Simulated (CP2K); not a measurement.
Two runs for the C K edge of benzothiophene. Run A: CP2K XAS_TDP, all-electron GAPW, PBEh(45%), aug-cc-pVDZ, TDA, no relativity. Run B differs in one setting.

First lines with a strength over 0.0015. A:

| atom | energy (eV) | states | strength, one atom |
| --- | --- | --- | --- |
| C1 (bonded to 2 C and H) | 281.52 | 1 | 0.0513 |
|  | 284.22 | 1 | 0.0106 |
|  | 285.35 | 1 | 0.0027 |
|  | 286.01 | 2 | 0.0062 |
|  | 286.95 | 1 | 0.0081 |
| C2 (bonded to 2 C and H) | 281.42 | 1 | 0.0502 |
|  | 284.26 | 1 | 0.0106 |
|  | 285.42 | 1 | 0.0019 |
|  | 285.48 | 1 | 0.0042 |
|  | 286.75 | 1 | 0.0016 |
| C3 (bonded to 2 C and H) | 281.44 | 1 | 0.0503 |
|  | 284.33 | 1 | 0.0119 |
|  | 286.02 | 1 | 0.0023 |
|  | 286.22 | 2 | 0.0061 |
|  | 286.67 | 1 | 0.0022 |
| C4 (bonded to 2 C and S) | 282.28 | 1 | 0.0532 |
|  | 284.31 | 1 | 0.0345 |
|  | 286.20 | 1 | 0.0016 |
|  | 286.41 | 1 | 0.0041 |
|  | 287.82 | 1 | 0.0030 |
| C6 (bonded to C, S and H) | 281.78 | 1 | 0.0515 |
|  | 284.38 | 1 | 0.0318 |
|  | 285.09 | 1 | 0.0135 |
|  | 286.04 | 1 | 0.0049 |
|  | 286.23 | 1 | 0.0019 |
| C7 (bonded to 2 C and H) | 281.51 | 1 | 0.0444 |
|  | 284.22 | 1 | 0.0086 |
|  | 284.39 | 2 | 0.0114 |
|  | 284.86 | 1 | 0.0042 |
|  | 285.45 | 1 | 0.0027 |

B:

```csv
atom,energy (eV),states,"strength, one atom"
C1 (bonded to 2 C and H),281.58,1,0.0506
,285.47,1,0.0197
,286.04,1,0.0021
,286.26,1,0.0091
,288.54,1,0.0064
C2 (bonded to 2 C and H),281.46,1,0.0492
,285.40,1,0.0165
,285.92,1,0.0041
,286.29,1,0.0105
,287.81,1,0.0095
C3 (bonded to 2 C and H),281.56,1,0.0495
,284.95,1,0.0130
,286.02,1,0.0026
,286.63,1,0.0139
,287.39,1,0.0030
C4 (bonded to 2 C and S),282.38,1,0.0523
,284.26,1,0.0360
,286.91,1,0.0088
,288.62,1,0.0018
,289.24,2,0.0165
"C6 (bonded to C, S and H)",281.75,1,0.0505
,284.27,1,0.0340
,286.38,1,0.0259
,286.91,1,0.0103
,289.19,1,0.0039
C7 (bonded to 2 C and H),281.56,1,0.0430
,284.43,1,0.0093
,284.76,1,0.0019
,284.97,1,0.0081
,285.96,1,0.0270
```

Question: Which was it: scalar relativity switched on, the functional, the basis, GW2X switched on?

The basis (basis from aug-cc-pVDZ to 6-31G*; the lines alone don't name the new value). A basis moves diffuse and continuum lines far more than the leading valence line. Against PBEh(45%) in aug-cc-pVDZ, the leading lines move by +0.06 eV (C1, to 281.58), +0.04 eV (C2, to 281.46), +0.12 eV (C3, to 281.56), +0.10 eV (C4, to 282.38), -0.03 eV (C6, to 281.75) and +0.05 eV (C7, to 281.56). The next line of C1 over the strength cut lies 3.89 eV higher, against 2.70.

[Banner, clock and machine lines of the logs are left out without a mark of their own.]

[Logs are printed without paths, hosts, clocks, repeated set-up lines and the standing remarks that a program may print on its own settings, such as how far it seeks lower states.]

[Hosts, paths, dates, database ids (printed as entryN), source tags and the programs' standing remarks are cut or masked in the printed files.]
